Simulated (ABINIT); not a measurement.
Planning a run of ABINIT 10.8.3 on MoS2 (P6_3/mmc). The input:

```
acell 3*1.0 Angstrom
rprim 
  3.169000000004 -0.000000000001 0.000000000000
  -1.584500000001 2.744434504597 0.000000000000
  0.000000000000 0.000000000000 12.324000000000
ntypat 2
znucl 42 16
natom 6
typat 1 1 2 2 2 2
xred 
  0.333333333333 0.666666666667 0.250000000000
  0.666666666667 0.333333333333 0.750000000000
  0.333333333333 0.666666666667 0.623000000000
  0.666666666667 0.333333333333 0.123000000000
  0.333333333333 0.666666666667 0.877000000000
  0.666666666667 0.333333333333 0.377000000000
pp_dirpath "pseudos"
pseudos "Mo.upf, S.upf"
ecut 36
ngkpt 6 6 1
nshiftk 1
shiftk 0 0 0
kptopt 1
chksymbreak 0
istwfk *1
occopt 1
irdwfk 1
optdriver 3
nband 46
ecuteps 5.6
inclvkb 2
awtr 1
symchi 1
indata_prefix "in"
outdata_prefix "out"
tmpdata_prefix "tmp"
```

The database entry behind the starting cell differs from other determinations of this structure, so it need not match the best structure at room temperature.

```sh
OMP_NUM_THREADS=1 mpirun -n 8 abinit run.abi > log
```

Q: Estimate wall time and host memory on 8 MPI ranks of Arm Neoverse V2, shared host.

It took 16 s; on shared hardware allow 7.9 s to 32 s. Peak host memory was 1.9 GiB.

[Long decimals in the printed logs are rounded to 6 places.]

[Logs are printed without paths, hosts, clocks, repeated set-up lines and the standing remarks that a program may print on its own settings, such as how far it seeks lower states.]

[Paths, hosts, dates, memory and timing lines, banners, echoed tables and standing remarks are left out of the program output; an Ansatz launch command may be rebuilt from the run's recorded settings. Measured values are a selection of at most five: reports struck by readers or far from the other reports are left out. None is set beside runs whose start may be inverted or whose files or cutoffs have a known fault.]

[Runs of the session that timed out or met a known fault of the program may be left out.]

[Hosts, paths, dates, database ids (printed as entryN), source tags and the programs' standing remarks are cut or masked in the printed files.]

[G0W0 gaps are taken among the corrected bands and points alone; a level outside them can change the order at an edge.]

[Where Ansatz stands beside ABINIT at settings called matched, ABINIT's density can come from a denser mesh and the files from another edition; pairs whose starting gaps differed by over 0.03 eV were left out, so agreement reads better than it is.]
